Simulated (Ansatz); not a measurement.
# BaScSnH: relaxing a made-up structure, part 2 of 2

This structure for BaScSnH is made up. Its elements were placed in a known structure type with a cell scaled to their sizes. What cell does the guess relax to, and how far off was it?

Ansatz 0.2.0; DFT, PBEsol, plane-wave PAW, files of the set soft_1, scalar-relativistic, no spin, cell and ions relaxed at zero pressure; PAW set soft_1 (the session's first sound run).

So far: The starting structure; Relaxation of the guess. The relaxed cell has a = 4.970, c = 4.542 Å (conventional setting).

## Step 3: Bands of the relaxed cell

A second self-consistent run takes a narrower smearing and the mesh shown in its input; the bands follow along the standard path of the relaxed lattice.

This step: DFT, PBEsol, plane-wave PAW, files of the set soft_1, scalar-relativistic, no spin, bands and density of states at the relaxed cell; PAW set soft_1 (Ansatz 0.2.0).

File input.yaml:

```yaml
crystal:
  lattice:
    - [4.9700022745, 0.0, 0.0]
    - [-2.4850011373, 4.3041482266, 0.0]
    - [0.0, 0.0, 4.5419566799]
  atoms:
    - { symbol: Ba, position: [0.0, 0.0, 0.9628802182] }
    - { symbol: Sn, position: [0.3333333333, 0.6666666667, 0.4628993151] }
    - { symbol: Sc, position: [0.6666666667, 0.3333333333, 0.4628852605] }
    - { symbol: H, position: [0.6666666667, 0.3333333333, 0.9628352063] }
kpoints:
  mp_grid: { grid: [8, 8, 8] }
  band_path:
    path:
      - [[0.0, 0.0, 0.0], [0.5, 0.0, 0.0], [0.33333333, 0.33333333, 0.0], [0.0, 0.0, 0.0], [0.0, 0.0, 0.5], [0.5, 0.0, 0.5], [0.33333333, 0.33333333, 0.5], [0.0, 0.0, 0.5]]
      - [[0.5, 0.0, 0.5], [0.5, 0.0, 0.0]]
      - [[0.33333333, 0.33333333, 0.0], [0.33333333, 0.33333333, 0.5]]
    npoints: 8
scf:
  occupations: { method: fermi_dirac, width: 0.03 }
  n_extra_bands: 8
hamiltonian:
  xc: pbesol
  pseudopotentials: { kind: paw, azcp: { folder: soft_1 }, xc_functional: pbe }
output:
  forces: true
  stress: true
  write_bands: true
  dos: { projected: true }
  write_density: true
  write_potential: true
  elf: true
  volumetric_format: npy
```

Started as:

```console
$ ansatz run input.yaml --threads 4 --pin off --max-ram 8192MiB --backend cpu --events-out ev --progress --plain --runs-dir out
```

Numbers of over 12 decimals in the logs are rounded to 6 here.

Output:

```text
[...]
Crystal: 4 atoms, lattice volume = 97.160 Å³
Basis set: ecut = 420 eV, 1929 PW (Γ), exchange–correlation on 72×72×64 points (8 copies of the dense FFT grid, shifted against one another)
Bands: 26, of which v1, the nominal top of the filled ones, is band 18 counted from 1 (17 counted from 0)
Symmetry: 6 space group operations
[...]
k-points: 65 of 512 (time reversal used)
[...]
SCF iter   1: F=—  HF=-13942.882180 eV  |F-HF|=—  |Δ(HF+E_count)|=         —  Δρ=4.14e-2  dr2=2.76e0  ethr=3.10e-3  ⟨swp⟩=9.6  Hψ=10466  notcnv=0
[...]
SCF iter   8: F=-13941.867359 eV  HF=-13941.867359 eV  |F-HF|=2.40e-8  |Δ(HF+E_count)|=   1.43e-8  Δρ=5.24e-6  dr2=5.54e-8  ethr=2.78e-10  ⟨swp⟩=15.5  Hψ=12466  notcnv=0
SCF 1 converged in 8 iterations: F = -13941.867359 eV  dr2 = 5.54e-8
[...]
NSCF: frozen V_eff on 75 k-points
SCF converged after 8 iterations
Free energy (F): -13941.867359 eV
[...]
Internal energy: -13941.865150 eV  (E = F + TS)
E sigma→0 (E₀):  -13941.866254 eV
Entropy (-TS):   -0.002209 eV (-0.552 meV/atom)
Fermi energy:    9.294418 eV
[...]
--- Forces (eV/Å), atoms counted from 1 ---
  atom   1  Ba     0.00000000     0.00000000     0.00006800
  atom   2  Sn     0.00000000    -0.00000000    -0.00024278
  atom   3  Sc     0.00000000     0.00000000    -0.00016081
  atom   4  H     -0.00000000    -0.00000000     0.00033558
  max |Σ_I F_I| component: 1.23e-8 eV/Å
--- Stress (GPa, compression-positive) ---
        0.005079       0.000000      -0.000000
       -0.000000       0.005079       0.000000
       -0.000000       0.000000       0.136257
  P = ⅓ Tr σ = 0.0488 GPa (0.488 kbar)
--- Band table (eV; the first three rows and the last of 65) ---
  k-point 0: bands = [... 14 lower, 4.9131, 7.6416, 7.6416, 9.9989, 10.0289, 10.0289, 10.0431, 10.6152, ... 4 higher]
  k-point 1: bands = [... 14 lower, 4.9315, 7.6299, 7.6299, 9.5944, 9.9252, 9.9252, 10.3216, 10.6295, ... 4 higher]
  k-point 2: bands = [... 14 lower, 4.9126, 7.6068, 7.6068, 9.0706, 9.6028, 9.6028, 10.8404, 10.8404, ... 4 higher]
  k-point 64: bands = [... 14 lower, 5.6591, 6.4832, 7.6641, 8.4286, 9.3533, 9.9582, 10.0919, 10.4024, ... 4 higher]
```

Wall time 7.9 s (4 threads of Arm Neoverse V2, shared host); peak memory 0.63 GiB.

This step gave:

```
free energy             : -13941.8674 eV
energy at zero smearing : -13941.8663 eV
smearing term TS        : 0.002209 eV
Fermi energy            : 9.294 eV
pressure                : 0.04881 GPa
```

bands.tsv at the labelled points (eV, zero at the Fermi level; the bands that come nearest the Fermi level along the path):

```
point  band 15  band 16  band 17  band 18  band 19  band 20  band 21  band 22
    Γ    -4.38    -1.65    -1.65     0.70     0.73     0.73     0.75     1.32
    M    -4.78    -2.59    -0.80    -0.66     0.22     0.45     1.25     1.93
    K    -4.60    -2.42    -1.61    -0.93     0.26     0.99     1.23     1.94
    Γ    -4.38    -1.65    -1.65     0.70     0.73     0.73     0.75     1.32
    A    -4.67    -1.71    -1.71    -0.25    -0.13    -0.13     1.15     2.15
    L    -3.74    -2.28    -1.86    -1.27     0.52     0.54     0.66     1.16
    H    -3.62    -2.88    -1.57    -0.82    -0.04     0.68     0.82     1.10
    A    -4.67    -1.71    -1.71    -0.25    -0.13    -0.13     1.15     2.15
    L    -3.74    -2.28    -1.86    -1.27     0.52     0.54     0.66     1.16
    M    -4.78    -2.59    -0.80    -0.66     0.22     0.45     1.25     1.93
    K    -4.60    -2.42    -1.61    -0.93     0.26     0.99     1.23     1.94
    H    -3.62    -2.88    -1.57    -0.82    -0.04     0.68     0.82     1.10
```

Counts of states for the cell as run, both spins, by energy window (eV from the Fermi level): Near the top, bands beyond those computed are missing, so counts there can be too low.

```
from  to  total
  -8  -7   0.60
  -7  -6   1.40
  -6  -5   0.00
  -5  -4   1.68
  -4  -3   0.32
  -3  -2   1.58
  -2  -1   3.49
  -1   0   0.90
   0   1   4.45
   1   2   4.75
   2   3   0.90
```

Below -8 eV lie 26.0 more states.

ELF in the ac plane at fractional y = 0.333, with atoms of Sc and H within 0.2 Å of it. It is the smooth field of the valence electrons, not physical close to the nuclei.

Ten even steps from '0' (0.65 × 1e-1) to '9' (9.95 × 1e-1), each cell a mean:
```
01110028999930
00000016999720
00000012344210
22223200011001
55555302565202
56566314525512
56566315514512
55555303656402
44344200232002
11111100111101
00000015898620
00110028999830
```
Columns run along a (5.0 Å), rows up along c (4.5 Å). Atoms in or near the plane, at fractional coordinates: Sc at (0.67, 0.46), H at (0.67, 0.96).

Valence density in the ac plane at fractional y = 0.333, with atoms of Sc and H within 0.2 Å of it. It is the smooth field of the valence electrons, not physical close to the nuclei.

Ten steps, logarithmic in the rise over the least value, from '0' (0.1 e/Å³) to '9' (8.1 e/Å³), each cell a mean:
```
01110002454200
00100001333100
00000000121100
00100001232100
11111113676411
11111126899631
11111126999731
11111114787521
01110002354200
00000000121100
00000001232100
01110002354200
```
Columns run along a (5.0 Å), rows up along c (4.5 Å). Atoms in or near the plane, at fractional coordinates: Sc at (0.67, 0.46), H at (0.67, 0.96).

Electrostatic potential energy in the ac plane at fractional y = 0.333, with atoms of Sc and H within 0.2 Å of it. With pseudopotentials it is smooth inside the atoms' cores, unlike the true potential.

Ten even steps from '0' (-40 eV) to '9' (11 eV), each cell a mean:
```
99999999736999
99999999989999
99999999999999
99999998877899
99999987423689
99999984000379
99999984000379
99999986212589
99999998656899
99999999989999
99999999999999
99999999847999
```
Columns run along a (5.0 Å; values clipped at the 3rd and 97th percentile), rows up along c (4.5 Å). Atoms in or near the plane, at fractional coordinates: Sc at (0.67, 0.46), H at (0.67, 0.96).

## Step 4: Summary of results

| Item | Value |
| --- | --- |
| space group, relaxed | P-6m2 |
| conventional cell | a = 4.970, b = 4.970, c = 4.542 Å; α = 90.0°, β = 90.0°, γ = 120.0° |
| volume per atom | 24.29 Å³ (guess 23.73) |

BaScSnH relaxes to P-6m2 with a = 4.970, b = 4.970 and c = 4.542 Å. The guessed volume was 2 % too small. The symmetry rose from P3m1 to P-6m2, so the distortion of the structure type doesn't survive with these elements. Bands cross the Fermi level, so it is a metal or semimetal at this level. On the 8×8×8 mesh with the narrower smearing (relaxed on 7×7×5) the forces vanish, as symmetry may demand, and the largest stress component is 0.136 GPa, against the relaxation's thresholds of 0.015 eV/Å and 0.05 GPa. The cutoff wasn't tested. A vector of the cell changed its length by 15 %, more than the volume shows. Spin-orbit coupling is left out, which can matter for elements this heavy. No dispersion term is used, so weakly bound directions may come out too long. Nothing here tests whether the compound is stable against decomposition.

[Logs are printed without paths, hosts, clocks, repeated set-up lines and the standing remarks that a program may print on its own settings, such as how far it seeks lower states.]

[Hosts, paths, dates, database ids (printed as entryN), source tags and the programs' standing remarks are cut or masked in the printed files.]
